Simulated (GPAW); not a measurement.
# 1T-CrSeTe monolayer in an electric field, part 2 of 2

Wanted: the out-of-plane polarisability of 1T-CrSeTe monolayer.

GPAW 26.7.0; GPAW, PAW setups; layer in a repeated cell with vacuum, relaxation of atoms and in-plane cell (the session's first sound run).

So far. Step 5 (In a field): The dipole is now -0.0594 e Å, against -0.025 in the run without a field. Step 8 (Field on): The dipole is now 0.00912 e Å, against -0.025 in the run without a field.

### 9. Field on (continued)

Electrostatic potential energy of an electron (without an applied field's), less the Fermi level, planar mean against z:

z (Å), electrostatic potential energy of an electron (without an applied field's), less the Fermi level, planar mean (eV) and a bar from the least value:
```
      0.0        5.2 ##############################
      0.5        5.6 ##############################
      1.0        5.6 ##############################
      1.5        5.6 ##############################
      2.0        5.6 ##############################
      2.5        5.6 ##############################
      3.0        5.6 ##############################
      3.5        5.6 ##############################
      4.0        5.6 ##############################
      4.5        5.5 ##############################
      5.0        5.3 ##############################
      5.5        4.5 #############################
      6.0        1.5 #########################
      6.5       -8.5 ##############
      7.0      -20.0 
      7.5       -9.4 ############
      8.0       -2.3 #####################
      8.5       -7.0 ###############
      9.0      -10.2 ############
      9.5       -6.1 ################
     10.0      -15.0 ######
     10.5      -10.7 ###########
     11.0        0.7 ########################
     11.5        4.0 ############################
     12.0        4.7 #############################
     12.5        4.8 #############################
     13.0        4.9 #############################
     13.5        4.9 #############################
     14.0        4.9 #############################
     14.5        4.9 #############################
     15.0        4.9 #############################
     15.5        4.9 #############################
     16.0        4.9 #############################
     16.5        4.9 #############################
     17.0        5.0 #############################
```

The dipole is now 0.0434 e Å, against -0.025 in the run without a field.

### 10. Field on

Contents of run.py:

```python
import json
import numpy as np
from ase import Atoms
from gpaw import GPAW, PW
from gpaw.external import ConstantElectricField

slab = Atoms(
    ['Te', 'Cr', 'Se'],
    positions=[
        [1.77613, 1.02545, 7.00000],
        [-0.00000, -0.00000, 8.84632],
        [0.00000, 2.05090, 10.19538]],
    cell=[[3.55226, -0.0, 0.0], [-1.77613, 3.07635, 0.0], [0.0, 0.0, 17.1954]],
    pbc=[True, True, False],
    magmoms=[0.0, 3.0, 0.0])

slab.calc = GPAW(mode=PW(400), xc='PBE', kpts={'size': (9, 9, 1), 'gamma': True},
                 occupations={'name': 'fermi-dirac', 'width': 0.05}, nbands='160%',
                 convergence={'density': 1e-05}, maxiter=200,
                 poissonsolver={'dipolelayer': 'xy'},
                 external=ConstantElectricField(0.3, [0, 0, 1]),
                 symmetry={'tolerance': 1e-3}, txt='slab.txt')
result = {}
energy = slab.get_potential_energy()
fermi = slab.calc.get_fermi_level()
v = slab.calc.get_electrostatic_potential().mean((0, 1)) - fermi
n = slab.calc.get_pseudo_density().mean((0, 1))
L = slab.cell[2, 2]
z = np.arange(len(v)) * L / len(v)
low, high = slab.positions[:, 2].min(), slab.positions[:, 2].max()
below, above = np.interp([low - 4.8, high + 4.8], z, v)
slopes = [np.interp(x, z, np.gradient(v, z)) for x in (low - 4.8, high + 4.8)]
eps = np.array([[slab.calc.get_eigenvalues(k, s) for k in range(len(slab.calc.get_ibz_k_points()))]
                for s in range(slab.calc.get_number_of_spins())]) - fermi
top, bottom = eps[eps < 0].max(), eps[eps > 0].min()
dipole = slab.get_dipole_moment()[2]
print(f'energy {energy:.4f} eV, Fermi level {fermi:.4f} eV, dipole {dipole:.5f} e A')
print(f'potential 4.8 A off the faces, from the Fermi level: lower {below:.4f} eV, upper {above:.4f} eV')
print(f'slope of the potential there: lower {slopes[0]:.5f}, upper {slopes[1]:.5f} eV/A')
print(f'nearest levels on the mesh: {top:.4f} and {bottom:.4f} eV')
print('magnetic moment', round(slab.get_magnetic_moment(), 3))
result.update(energy=energy, fermi=fermi, dipole=dipole, below=below, above=above, slopes=slopes, edges=[top, bottom],
              z=z.tolist(), v=v.tolist(), n=n.tolist(), positions=slab.positions.tolist(),
              forces=slab.get_forces(apply_constraint=False).tolist(), moments=slab.get_magnetic_moments().tolist())
json.dump(result, open('result.json', 'w'))
```

The run is started by

```sh
$ OMP_NUM_THREADS=1 OPENBLAS_NUM_THREADS=1 python run.py
```

The job ended after 90 s (1 thread of AMD EPYC 7B13 (Zen 3), shared host; peak memory 0.31 GiB).

The dipole is now 0.0778 e Å, against -0.025 in the run without a field.

### 11. The series

The members are put on one axis.

This step: induced dipole against applied field (GPAW 26.7.0).

Dipole along the normal against field:

```tsv
field (V/Å)	dipole along the normal (e·Å)
-0.200	-0.0936
-0.100	-0.0594
-0.050	-0.0423
0.000	-0.0252
0.050	-0.00802
0.100	0.00912
0.200	0.0434
0.300	0.0778
```

### 12. A changed run

One more run, with changed settings.

This step: GPAW, PAW setups; slab in vacuum (GPAW 26.7.0).

Changes to run.py since step 10:

```diff
@@ -4,3 +4,2 @@
 from gpaw import GPAW, PW
-from gpaw.external import ConstantElectricField
 
@@ -16,7 +15,6 @@
 
-slab.calc = GPAW(mode=PW(400), xc='PBE', kpts={'size': (9, 9, 1), 'gamma': True},
+slab.calc = GPAW(mode=PW(60), xc='PBE', kpts={'size': (9, 9, 1), 'gamma': True},
                  occupations={'name': 'fermi-dirac', 'width': 0.05}, nbands='160%',
-                 convergence={'density': 1e-05}, maxiter=200,
+                 convergence={'density': 1e-05}, maxiter=75,
                  poissonsolver={'dipolelayer': 'xy'},
-                 external=ConstantElectricField(0.3, [0, 0, 1]),
                  symmetry={'tolerance': 1e-3}, txt='slab.txt')
```

Run time: 9.8 s. Hardware: 1 thread; peak memory 0.12 GiB.

The run finished. A setting was moved off its sound value on purpose, so it serves as a test and not as the result.

The fault put into the input: a cutoff far too low (ecut = 60).

Side by side:

```tsv
quantity	this run	sound run	difference
dipole along the normal (e·Å)	-0.014701	-0.025215	0.0105
sum of the site moments (μB)	3.520e-6	2.3384	-2.34
```

The two runs differ clearly in the sum of the site moments: 3.5e-6 μB against 2.34 μB.

### 13. Outcome

| Quantity | Value |
| --- | --- |
| work function, upper and lower face | 5.420 and 5.004 eV |
| dipole along the normal | -0.0252 e Å |
| induced dipole per field | 0.343 e Å per V/Å |
| out-of-plane polarisability per area, α/(ε0 A) | 5.68 Å |

**Reading.** The field induces 0.343 e Å per V/Å, a polarisable thickness α/(ε0 A) of 5.68 Å beside 3.20 Å between the outermost nuclei. A perfect conductor would give the distance between its two image planes; a dielectric of thickness t gives t(1 - 1/ε). The two faces differ by 0.42 eV, the step that the slab's dipole makes (e p/(ε0 A) gives 0.42 eV), so the dipole layer is needed. The induced dipole is linear in the field over this range. The relaxation of atoms and cell ran in a fully periodic cell without the dipole layer, so the atoms of this polar layer felt a small spurious field. One magnetic start was tried; another order may lie lower. The layer's cell and atoms come from the relaxation; spin-orbit coupling and temperature are left out.

[Logs are printed without paths, hosts, clocks, repeated set-up lines and the standing remarks that a program may print on its own settings, such as how far it seeks lower states.]

[Hosts, paths, dates, database ids (printed as entryN), source tags and the programs' standing remarks are cut or masked in the printed files.]
